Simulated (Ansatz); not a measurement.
# The perfect Sn wire along [110], 6 atoms a period, H-terminated, part 2 of 3

Aim: is the Sn wire along [110], 6 atoms a period, H-terminated a metal or a semiconductor?

Ansatz 0.2.0; DFT PBE, plane waves, PAW; relaxation of a wire's period; PAW set soft_1 (the session's first sound run).

So far. Step 2 (Relaxation of atoms and period): The cell's length comes to 4.775 Å with spin left out.

**3. The perfect wire**

This step: DFT PBE, plane waves, PAW; bands of a perfect wire; PAW set soft_1 (Ansatz 0.2.0).

At the relaxed period the bands are computed along the axis; those that cross an energy going forward count the channels that a perfect wire would open there.

input.yaml reads:

```yaml
crystal:
  lattice:
    - [13.808, 0.0, 0.0]
    - [0.0, 14.36, 0.0]
    - [0.0, 0.0, 4.7752681755]
  atoms:
    - { symbol: Sn, position: [0.324477088, 0.5, 0.0] }
    - { symbol: H, position: [0.370206843, 0.759125708, 0.0] }
    - { symbol: Sn, position: [0.443318883, 0.66053554, 0.0] }
    - { symbol: Sn, position: [0.443318883, 0.33946446, 0.0] }
    - { symbol: H, position: [0.750084288, 0.5, 0.209320914] }
    - { symbol: H, position: [0.249915712, 0.5, 0.290679086] }
    - { symbol: Sn, position: [0.556681117, 0.66053554, 0.5] }
    - { symbol: Sn, position: [0.556681117, 0.33946446, 0.5] }
    - { symbol: H, position: [0.629793157, 0.759125708, 0.5] }
    - { symbol: H, position: [0.629793157, 0.240874292, 0.5] }
    - { symbol: Sn, position: [0.675522912, 0.5, 0.5] }
    - { symbol: H, position: [0.249915712, 0.5, 0.709320914] }
    - { symbol: H, position: [0.750084288, 0.5, 0.790679086] }
    - { symbol: H, position: [0.370206843, 0.240874292, 0.0] }
kpoints:
  mp_grid: { grid: [1, 1, 17] }
  band_path: { path: ["Γ", Z], npoints: 90 }
scf:
  occupations: { method: fermi_dirac, width: 0.05 }
hamiltonian:
  xc: pbe
  pseudopotentials: { kind: paw, azcp: { folder: soft_1 } }
output:
  dos: { e_range: [-5, 4] }
  write_potential: true
  write_density: true
  volumetric_format: npy
```

Started as:

```
$ ansatz run input.yaml --threads 4 --pin off --max-ram 16384MiB --backend cpu --events-out ev --progress --plain --runs-dir out
```

Numbers of over 12 decimals in the logs are rounded to 6 here.

The program printed:

```text
[...]
Crystal: 14 atoms, lattice volume = 946.854 Å³
Basis set: ecut = 420 eV, 18395 PW (Γ)
Bands: 60, of which v1, the nominal top of the filled ones, is band 46 counted from 1 (45 counted from 0)
Symmetry: 8 space group operations
[...]
k-points: 9 of 17
[...]
SCF iter   1: F=—  HF=-36271.490027 eV  |F-HF|=—  |Δ(HF+E_count)|=         —  Δρ=2.77e-2  dr2=7.49e0  ethr=3.10e-3  ⟨swp⟩=9.4  Hψ=2577  notcnv=0  defer=5
[...]
SCF iter   9: F=-36269.239961 eV  HF=-36269.239961 eV  |F-HF|=2.35e-8  |Δ(HF+E_count)|=   9.91e-7  Δρ=1.37e-6  dr2=2.44e-8  ethr=1.09e-10  ⟨swp⟩=17.2  Hψ=2745  notcnv=0
SCF 1 converged in 9 iterations: F = -36269.239961 eV  dr2 = 2.44e-8
[...]
NSCF: frozen V_eff on 91 k-points
WARN: The output density's exchange-correlation potential varies sharply where the density is thin. Do not read a vacuum level from v_tot or v_xc, or from such a field of the output density. On a cell that repeats whose density bears no net charge and no dipole along the vacuum's axis use v_es (v_loc + v_h of the components); under efield.dipole_correction with no amplitude use v_es + v_field, which holds any externa [...]
SCF converged after 9 iterations
Free energy (F): -36269.239961 eV
[...]
Internal energy: -36269.239961 eV  (E = F + TS)
E sigma→0 (E₀):  -36269.239961 eV
Fermi energy:    -1.784157 eV
[...]
--- Band table (eV; the first three rows and the last of 9) ---
  k-point 0: bands = [... 42 lower, -3.5086, -3.2484, -2.7963, -2.7385, -0.8310, -0.7778, 0.4408, 0.5836, ... 10 higher]
  k-point 1: bands = [... 42 lower, -3.5202, -3.2513, -2.9491, -2.9069, -0.6149, -0.5671, 0.4810, 0.6277, ... 10 higher]
  k-point 2: bands = [... 42 lower, -3.4891, -3.2627, -3.2606, -3.2366, -0.1377, -0.0872, 0.5690, 0.7653, ... 10 higher]
  k-point 8: bands = [... 42 lower, -3.7463, -3.6586, -3.4619, -3.4486, 0.3548, 0.4486, 0.9310, 1.0350, ... 10 higher]
```

It took 50 s on 4 threads of Arm Neoverse V1, shared host; peak memory 2.8 GiB.

The column dr2 measures how far the density is from self-consistency, as an energy; F and HF (Harris–Foulkes) agree once it is small.

This step gave:

```yaml
band_gap: 1.907 eV
```

The electronic bands at the labelled points (eV, zero at the Fermi level):

```csv
point,band 43,band 44,band 45,band 46,band 47,band 48,band 49,band 50
Γ,-1.72,-1.46,-1.01,-0.95,0.95,1.01,2.22,2.37
halfway,-2.10,-1.65,-1.64,-1.53,2.29,2.38,2.75,2.76
Z,-1.92,-1.92,-1.67,-1.67,2.18,2.18,2.77,2.77
```

The gap is 1.91 eV, with spin left out.

The path shows a direct gap of 1.91 eV (valence top at Γ, conduction bottom at Γ).

**4. Another level of theory, cutoff 500 eV, k-mesh 1×1×13**

This step: DFT r2SCAN, plane waves, PAW; bands of a perfect wire at the PBE geometry; PAW set soft_1 (Ansatz 0.2.0).

The atoms stay at the PBE geometry and the functional changes. r2SCAN also reads the kinetic-energy density; it often gives larger moments and wider gaps than PBE, at a higher cost. Against the first PBE run of this kind, the cutoff is 500 eV against 420 and the mesh along the wire has 13 points against 17.

Edit input.yaml of step 3 so:

```diff
@@ -21,3 +21,3 @@
 kpoints:
-  mp_grid: { grid: [1, 1, 17] }
+  mp_grid: { grid: [1, 1, 13] }
   band_path: { path: ["Γ", Z], npoints: 90 }
@@ -26,8 +26,3 @@
 hamiltonian:
-  xc: pbe
+  xc: r2scan
   pseudopotentials: { kind: paw, azcp: { folder: soft_1 } }
-output:
-  dos: { e_range: [-5, 4] }
-  write_potential: true
-  write_density: true
-  volumetric_format: npy
```

The program printed:

```text
[...]
Crystal: 14 atoms, lattice volume = 946.854 Å³
Basis set: ecut = 500 eV, 24107 PW (Γ), exchange–correlation on 432×432×144 points (64 copies of the dense FFT grid, shifted against one another)
Bands: 60, of which v1, the nominal top of the filled ones, is band 46 counted from 1 (45 counted from 0)
Symmetry: 8 space group operations
[...]
k-points: 7 of 13
[...]
--- Band table (eV; the first three rows and the last of 7) ---
  k-point 0: bands = [... 42 lower, -3.7437, -3.4623, -2.9913, -2.9335, -0.7452, -0.6888, 0.6158, 0.7518, ... 10 higher]
  k-point 1: bands = [... 42 lower, -3.7656, -3.4683, -3.2378, -3.2046, -0.3806, -0.3341, 0.6885, 0.8164, ... 10 higher]
  k-point 2: bands = [... 42 lower, -3.7085, -3.6883, -3.5755, -3.4881, 0.3400, 0.3970, 0.8075, 1.0380, ... 10 higher]
  k-point 6: bands = [... 42 lower, -4.0136, -3.8956, -3.6942, -3.6750, 0.4557, 0.5844, 1.0867, 1.1875, ... 10 higher]
[key lines of the parts left out:]
SCF converged after 9 iterations
Free energy (F): -36356.130575 eV
Fermi energy:    -1.839326 eV
```

Wall time 96 s (4 threads); peak memory 4.7 GiB; 6.3 min of CPU time.

Numbers from this step:

```yaml
band_gap: 2.188 eV
```

Electronic bands along the path, in eV, zero at the Fermi level:

| point | band 43 | band 44 | band 45 | band 46 | band 47 | band 48 | band 49 | band 50 |
| --- | --- | --- | --- | --- | --- | --- | --- | --- |
| Γ | -1.90 | -1.62 | -1.15 | -1.09 | 1.09 | 1.15 | 2.46 | 2.59 |
| halfway | -2.30 | -1.82 | -1.82 | -1.70 | 2.51 | 2.65 | 2.98 | 3.01 |
| Z | -2.12 | -2.12 | -1.85 | -1.85 | 2.35 | 2.35 | 3.00 | 3.00 |

The gap is 2.19 eV, against 1.91 eV under PBE at the relaxed period.

**5. Another level of theory, level HSE06, cutoff 420 eV**

This step: DFT HSE06, plane waves, PAW; levels of a perfect wire at the PBE geometry; PAW set soft_1 (Ansatz 0.2.0).

The atoms stay at the PBE geometry and the functional changes. HSE06 mixes in a quarter of short-range exact exchange, which removes part of the self-interaction that closes gaps; it is dear, so the mesh is thinner and no path is run. Against the first PBE run of this kind, the mesh along the wire has 7 points against 17.

Edit input.yaml of step 4 so:

```diff
@@ -21,4 +21,3 @@
 kpoints:
-  mp_grid: { grid: [1, 1, 13] }
-  band_path: { path: ["Γ", Z], npoints: 90 }
+  mp_grid: { grid: [1, 1, 7] }
 scf:
@@ -26,3 +25,3 @@
 hamiltonian:
-  xc: r2scan
+  xc: hse06
   pseudopotentials: { kind: paw, azcp: { folder: soft_1 } }
```

The program printed:

```text
[...]
Crystal: 14 atoms, lattice volume = 946.854 Å³
Basis set: ecut = 420 eV, 18395 PW (Γ)
Bands: 60, of which v1, the nominal top of the filled ones, is band 46 counted from 1 (45 counted from 0)
Symmetry: 8 space group operations
[...]
k-points: 4 of 7
[...]
SCF iter   6: F=-36269.241063 eV  HF=-36269.240993 eV  |F-HF|=6.97e-5  |Δ(HF+E_count)|=   2.36e-4  Δρ=2.04e-4  dr2=1.95e-4  ethr=3.87e-6  ⟨swp⟩=3.8  Hψ=471  notcnv=0
[...]
E sigma→0 (E₀):  -36294.397927 eV
Fermi energy:    -1.858182 eV
[...]
--- Band table (eV) ---
  k-point 0: bands = [... 42 lower, -4.0381, -3.6883, -3.1831, -3.1472, -0.5721]
  k-point 1: bands = [... 42 lower, -3.9954, -3.8646, -3.7644, -3.7107, 0.4375]
  k-point 2: bands = [... 42 lower, -4.4414, -3.9664, -3.9316, -3.7891, 0.7511]
  k-point 3: bands = [... 42 lower, -4.3457, -4.1308, -3.9440, -3.8944, 0.6253]
  guard bands above this table: 13 of the run's 60 bands. The solve was not asked for them (output.publish_guard_bands: true or output.eigenvalues: true publishes all)
[key lines of the parts left out:]
Free energy (F): -36294.397927 eV
```

Run time: 1.9 min. Hardware: 4 threads; peak memory 2.1 GiB; 7.4 min of CPU time.

This step gave:

```
band gap : 2.575 eV
```

The gap is 2.58 eV, against 1.91 eV under PBE at the relaxed period.

**6. With spin-orbit coupling, k-mesh 1×1×11**

This step: DFT PBE, plane waves, fully relativistic PAW; bands of a perfect wire with spin-orbit coupling; PAW set soft_1 (Ansatz 0.2.0).

Spin-orbit coupling mixes the spins and splits bands that cross or touch without it, so it can open or close channels. Fully relativistic datasets take the place of the scalar ones. Against the first PBE run of this kind, the mesh along the wire has 11 points against 17.

Edit input.yaml of step 5 so:

```diff
@@ -21,3 +21,4 @@
 kpoints:
-  mp_grid: { grid: [1, 1, 7] }
+  mp_grid: { grid: [1, 1, 11] }
+  band_path: { path: ["Γ", Z], npoints: 90 }
 scf:
@@ -25,3 +26,6 @@
 hamiltonian:
-  xc: hse06
-  pseudopotentials: { kind: paw, azcp: { folder: soft_1 } }
+  xc: pbe
+  pseudopotentials: { kind: paw_fr, azcp: { folder: soft_1 } }
+magnetization:
+  noncollinear: true
+  spin_orbit: true
```

The program printed:

```text
[...]
non-collinear run that drives no moment, with spin-orbit: no starting moment large enough to seed its density (crystal.atoms[].spin), no starting occupations that ask for one, no magnetisation constraint and no magnetic field, so the semilocal B_xc is pinned to zero
Crystal: 14 atoms, lattice volume = 946.854 Å³
Basis set: ecut = 420 eV, 18395 PW (Γ)
[...]
k-point 0: bands = [... 88 lower, -2.7618, -2.7618, -2.7108, -2.7108, -0.8249, -0.8249, -0.7794, -0.7794, ... 24 higher]
  k-point 1: bands = [... 88 lower, -3.0790, -3.0790, -3.0235, -3.0235, -0.3693, -0.3693, -0.3230, -0.3230, ... 24 higher]
  k-point 2: bands = [... 88 lower, -3.3119, -3.3119, -3.2477, -3.2477, 0.3467, 0.3467, 0.4793, 0.4793, ... 24 higher]
  k-point 5: bands = [... 88 lower, -3.4210, -3.4210, -3.4077, -3.4077, 0.3364, 0.3364, 0.4799, 0.4799, ... 24 higher]
[key lines of the parts left out:]
SCF converged after 9 iterations
Magnetization: |M| = 0.0000 μB,  M = (+0.0000, +0.0000, +0.0000) μB
Free energy (F): -36282.133520 eV
Fermi energy:    -1.768491 eV
```

Run time: 13 min. Hardware: 4 threads; peak memory 11 GiB; 52 min of CPU time.

Numbers from this step:

```
band gap : 1.886 eV
```

The gap is 1.89 eV, against 1.91 eV under PBE at the relaxed period, with no moment.

**7. The ladder**

Times are for 4 threads of Arm Neoverse V1, shared host. The series side by side:

| no. | run | band gap (eV) | time | memory (GiB) |
| --- | --- | --- | --- | --- |
| 1 | lead | 1.907 | 50 s | 2.8 |
| 2 | levels | 2.188 | 96 s | 4.7 |
| 3 | levels | 2.575 | 1.9 min | 2.1 |
| 4 | SOC | 1.886 | 13 min | 11 |

**8. Strain along the wire, period over the relaxed period 0.94, k-mesh 1×1×14**

This step: DFT PBE, plane waves, PAW; relaxation at a fixed period; PAW set soft_1 (Ansatz 0.2.0).

The period is set to 0.94 times the relaxed one and the atoms relax within it: strain changes bond lengths and angles, which shifts the bands against each other. Against the first PBE run of this kind, the mesh along the wire has 14 points against 17.

The cell differs from the one that the last finished run ended in (c 4.775 → 4.489 Å).

Edit input.yaml of step 6 so:

```diff
@@ -4,3 +4,3 @@
     - [0.0, 14.36, 0.0]
-    - [0.0, 0.0, 4.7752681755]
+    - [0.0, 0.0, 4.488752085]
   atoms:
@@ -21,3 +21,3 @@
 kpoints:
-  mp_grid: { grid: [1, 1, 11] }
+  mp_grid: { grid: [1, 1, 14] }
   band_path: { path: ["Γ", Z], npoints: 90 }
@@ -27,5 +27,7 @@
   xc: pbe
-  pseudopotentials: { kind: paw_fr, azcp: { folder: soft_1 } }
-magnetization:
-  noncollinear: true
-  spin_orbit: true
+  pseudopotentials: { kind: paw, azcp: { folder: soft_1 } }
+relax:
+  max_steps: 40
+  f_tol: 0.02
+output:
+  stress: true
```

The program printed:

```text
Warning: output.stress: scf.convergence.dr2_threshold = 1e-7 eV (the SCF's general default) is looser than the 1.4e-9 eV advised for a printed stress (1e-10 eV for each atom of the cell: 14). What an SCF threshold leaves in a stress goes as its square root, and in the free energy as the threshold itself, and one threshold admits the most on a small cell: [figures from the program's tests cut] Every solve of this run  [...]
[...]
Crystal: 14 atoms, lattice volume = 890.043 Å³
Basis set: ecut = 420 eV, 17399 PW (Γ), exchange–correlation on 192×192×64 points (8 copies of the dense FFT grid, shifted against one another)
Bands: 60, of which v1, the nominal top of the filled ones, is band 46 counted from 1 (45 counted from 0)
Symmetry: 8 space group operations
[...]
k-points: 8 of 14
[...]
SCF iter   1: F=—  HF=-36271.216808 eV  |F-HF|=—  |Δ(HF+E_count)|=         —  Δρ=2.94e-2  dr2=7.70e0  ethr=3.10e-3  ⟨swp⟩=10.0  Hψ=2284  notcnv=0  defer=5
[...]
SCF iter   8: F=-36268.865904 eV  HF=-36268.865903 eV  |F-HF|=8.06e-7  |Δ(HF+E_count)|=   8.58e-6  Δρ=6.02e-6  dr2=3.73e-7  ethr=5.77e-9  ⟨swp⟩=5.0  Hψ=1504  notcnv=0
SCF 1 converged in 8 iterations: F = -36268.865904 eV  dr2 = 3.73e-7
[...]
relax step   1: F+E_penalty+E_count = -36268.86590420 eV  Δ(F+E_penalty+E_count) = +0.000e0 eV  max|allowed force component| = 9.959e-1 eV/Å  Δτ_max = 0.0000 Å  (8 SCF iters, dr2 threshold 1.00e-5 eV, accepted)
[...]
SCF iter   5: F=-36268.619778 eV  HF=-36268.619778 eV  |F-HF|=2.56e-7  |Δ(HF+E_count)|=   7.90e-5  Δρ=5.80e-5  dr2=5.96e-5  ethr=6.74e-8  ⟨swp⟩=4.1  Hψ=1860  notcnv=0
SCF 2 converged in 5 iterations: F = -36268.619778 eV  dr2 = 5.96e-5
[...]
relax step   2: F+E_penalty+E_count = -36268.61977753 eV  Δ(F+E_penalty+E_count) = +2.461e-1 eV  max|allowed force component| = 1.532e0 eV/Å  Δτ_max = 0.1934 Å  (5 SCF iters, dr2 threshold 6.20e-5 eV, rejected (line search))
SCF iter   1: F=—  HF=-36269.059381 eV  |F-HF|=—  |Δ(HF+E_count)|=         —  Δρ=5.15e-3  dr2=1.57e-1  ethr=1.97e-3  ⟨swp⟩=6.2  Hψ=1547  notcnv=0  defer=16
[...]
SCF iter   8: F=-36269.039414 eV  HF=-36269.039414 eV  |F-HF|=5.90e-9  |Δ(HF+E_count)|=   8.42e-8  Δρ=1.04e-6  dr2=1.42e-8  ethr=1.09e-10  ⟨swp⟩=5.0  Hψ=1485  notcnv=0
SCF 3 converged in 8 iterations: F = -36269.039414 eV  dr2 = 1.42e-8
relax step   3: F+E_penalty+E_count = -36269.03941431 eV  Δ(F+E_penalty+E_count) = -1.735e-1 eV  max|allowed force component| = 1.431e-1 eV/Å  Δτ_max = 0.0883 Å  (8 SCF iters, accepted)
[...]
relax step   4: F+E_penalty+E_count = -36269.02248918 eV  Δ(F+E_penalty+E_count) = +1.693e-2 eV  max|allowed force component| = 1.853e-1 eV/Å  Δτ_max = 0.1000 Å  (6 SCF iters, dr2 threshold 1.28e-6 eV, rejected (line search))
SCF iter   1: F=—  HF=-36269.055215 eV  |F-HF|=—  |Δ(HF+E_count)|=         —  Δρ=3.05e-3  dr2=5.64e-2  ethr=6.47e-4  ⟨swp⟩=5.0  Hψ=1098  notcnv=0  defer=53
[...]
SCF iter   7: F=-36269.045077 eV  HF=-36269.045077 eV  |F-HF|=1.57e-8  |Δ(HF+E_count)|=   1.26e-7  Δρ=2.34e-6  dr2=8.82e-8  ethr=1.09e-10  ⟨swp⟩=6.0  Hψ=1779  notcnv=0
SCF 5 converged in 7 iterations: F = -36269.045077 eV  dr2 = 8.82e-8
relax step   5: F+E_penalty+E_count = -36269.04507737 eV  Δ(F+E_penalty+E_count) = -5.663e-3 eV  max|allowed force component| = 3.849e-3 eV/Å  Δτ_max = 0.0241 Å  (7 SCF iters, accepted)
[...]
the band table was solved once a step of the walk had ended and its energy, with any forces and stress, was formed, with the checks that follow a solve (2952 applications of the Hamiltonian). They found nothing against the state; the energy, forces and stress were not computed again (output.eigenvalues in the input reference)
[...]
SCF converged after 7 iterations
Free energy (F): -36269.045077 eV
[...]
Internal energy: -36269.045077 eV  (E = F + TS)
E sigma→0 (E₀):  -36269.045077 eV
Fermi energy:    -1.080555 eV
[...]
--- Forces (eV/Å), atoms counted from 1 ---
  atom   1  Sn     0.00183192     0.00000000    -0.00000000
  atom   2  H     -0.00073146     0.00384923     0.00000000
  atom   3  Sn    -0.00141600     0.00068588     0.00000000
  atom   4  Sn    -0.00141600    -0.00068588    -0.00000000
  atom   5  H      0.00290127    -0.00000000    -0.00151518
  atom   6  H     -0.00290127     0.00000000     0.00151518
  atom   7  Sn     0.00141600     0.00068588     0.00000000
  atom   8  Sn     0.00141600    -0.00068588    -0.00000000
  atom   9  H      0.00073146     0.00384923     0.00000000
  atom  10  H      0.00073146    -0.00384923    -0.00000000
  atom  11  Sn    -0.00183192    -0.00000000     0.00000000
  atom  12  H     -0.00290127    -0.00000000    -0.00151518
  atom  13  H      0.00290127     0.00000000     0.00151518
  atom  14  H     -0.00073146    -0.00384923    -0.00000000
  max |Σ_I F_I| component: 8.67e-19 eV/Å
--- Stress (GPa, compression-positive) ---
        0.007334      -0.000000      -0.000000
       -0.000000       0.014875       0.000000
       -0.000000       0.000000       1.147092
  P = ⅓ Tr σ = 0.3898 GPa (3.898 kbar)
--- Band table (eV; the first three rows and the last of 8) ---
  k-point 0: bands = [... 42 lower, -3.3898, -3.2335, -2.1425, -2.0697, -0.0974, 0.0235, 0.5237, 0.7880, ... 10 higher]
  k-point 1: bands = [... 42 lower, -3.3927, -3.2304, -2.4317, -2.3858, 0.1805, 0.3290, 0.5931, 0.9590, ... 10 higher]
  k-point 2: bands = [... 42 lower, -3.2913, -3.2242, -2.9871, -2.9671, 0.5263, 0.7100, 0.8599, 1.1303, ... 10 higher]
  k-point 7: bands = [... 42 lower, -3.5261, -3.5261, -3.3096, -3.3096, 0.4223, 0.4223, 1.0544, 1.0544, ... 10 higher]
--- Relaxed structure (5 steps of the walk, 3 accepted, 0 SCFs on fresh bases) ---
  F+E_penalty+E_count = -36269.04507737 eV   max|allowed force component| = 3.849e-3 eV/Å
  atoms:
    - { symbol: Sn, position: [0.321306, 0.500000, -2.348679113153071e-19] }
    - { symbol: H, position: [0.367479, 0.759652, -1.4149299681039924e-19] }
    - { symbol: Sn, position: [0.439344, 0.660443, -2.5121420065871597e-19] }
    - { symbol: Sn, position: [0.439344, 0.339557, -2.185216219718961e-19] }
    - { symbol: H, position: [0.754181, 0.500000, 0.193749] }
    - { symbol: H, position: [0.245819, 0.500000, 0.306251] }
    - { symbol: Sn, position: [0.560656, 0.660443, 0.500000] }
    - { symbol: Sn, position: [0.560656, 0.339557, 0.500000] }
    - { symbol: H, position: [0.632521, 0.759652, 0.500000] }
    - { symbol: H, position: [0.632521, 0.240348, 0.500000] }
    - { symbol: Sn, position: [0.678694, 0.500000, 0.500000] }
    - { symbol: H, position: [0.245819, 0.500000, 0.693749] }
    - { symbol: H, position: [0.754181, 0.500000, 0.806251] }
    - { symbol: H, position: [0.367479, 0.240348, -3.2824282582021313e-19] }
```

Wall time 67 s (4 threads); peak memory 2.8 GiB; 4.2 min of CPU time.

(Part 2 of 3 ends here.)

[Logs are printed without paths, hosts, clocks, repeated set-up lines and the standing remarks that a program may print on its own settings, such as how far it seeks lower states.]

[Hosts, paths, dates, database ids (printed as entryN), source tags and the programs' standing remarks are cut or masked in the printed files.]
